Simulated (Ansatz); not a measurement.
BaSrYNbO6 (F-43m), computed twice by G0W0.

It takes space group F-43m (No. 216, cubic). Conventional cell: a = 8.505 Å, b = 8.505 Å, c = 8.505 Å, α = 90.00°, β = 90.00°, γ = 90.00°. Nearest to Ba lie 12 O at 3.01 Å. Nearest to Sr lie 12 O at 3.01 Å. Nearest to Y lie 6 O at 2.24 Å. Nearest to Nb lie 6 O at 2.02 Å. Nearest to O lie 1 Nb at 2.02 Å and 1 Y at 2.24 Å and 2 Ba at 3.01 Å and 2 Sr at 3.01 Å. Farther neighbours and most contacts between anions are not listed.

```xyz
10
Lattice="0.0000 4.2525 4.2525 4.2525 0.0000 4.2525 4.2525 4.2525 0.0000" Properties=species:S:1:pos:R:3 pbc="T T T"
Ba    2.1262    2.1262    2.1262
Sr    6.3787    6.3787    6.3787
Y     4.2525    4.2525    4.2525
Nb    0.0000    0.0000    0.0000
O     2.0165    4.2525    4.2525
O     6.4884    4.2525    4.2525
O     4.2525    4.2525    6.4884
O     4.2525    4.2525    2.0165
O     4.2525    2.0165    4.2525
O     4.2525    6.4884    4.2525
```

The cell and positions are those that the Materials Project relaxed with its own functionals (PBE, PBE+U or r2SCAN), kept fixed. Spin-orbit coupling is left out unless a run names it.

The first (Ansatz 0.2.0; start PBE with 10 % screened exact exchange, 2×2×2 mesh, 641 empty bands, screening to 150 eV, PAW set soft_1 files; 1 × NVIDIA H100 80GB HBM3 (shared by 6 runs) with 2 threads of AMD EPYC 7R13 (Zen 3), shared host) gave, on its mesh: starting gap 3.47 eV, G0W0 gap 4.57 eV, RPA ε∞ (mean) 4.53, 36 s.

The second changes start from PBE with 10 % screened exact exchange to PBE+U(Nb-d,6). What does it give?

It gave: starting gap 3.29 eV, G0W0 gap 4.13 eV, RPA ε∞ (mean) 4.84, 14 s. The G0W0 gap moves by −0.43 eV, −0.18 eV from the start and −0.25 eV from the correction. Σc changes by +0.20 eV at the valence top and −0.15 eV at the conduction bottom, and Σx − Vxc between them by +0.10 eV.

Limits: not at the basis limit; no spin-orbit coupling; coarse k mesh.

[Paths, hosts, dates, memory and timing lines, banners, echoed tables and standing remarks are left out of the program output.]

[Logs are printed without paths, hosts, clocks, repeated set-up lines and the standing remarks that a program may print on its own settings, such as how far it seeks lower states.]

[Runs of the session that timed out or met a known fault of the program may be left out.]

[Cells called generated may have been cut or substituted from an entry of the Crystallography Open Database or the Materials Project.]

[Hosts, paths, dates, database ids (printed as entryN), source tags and the programs' standing remarks are cut or masked in the printed files.]
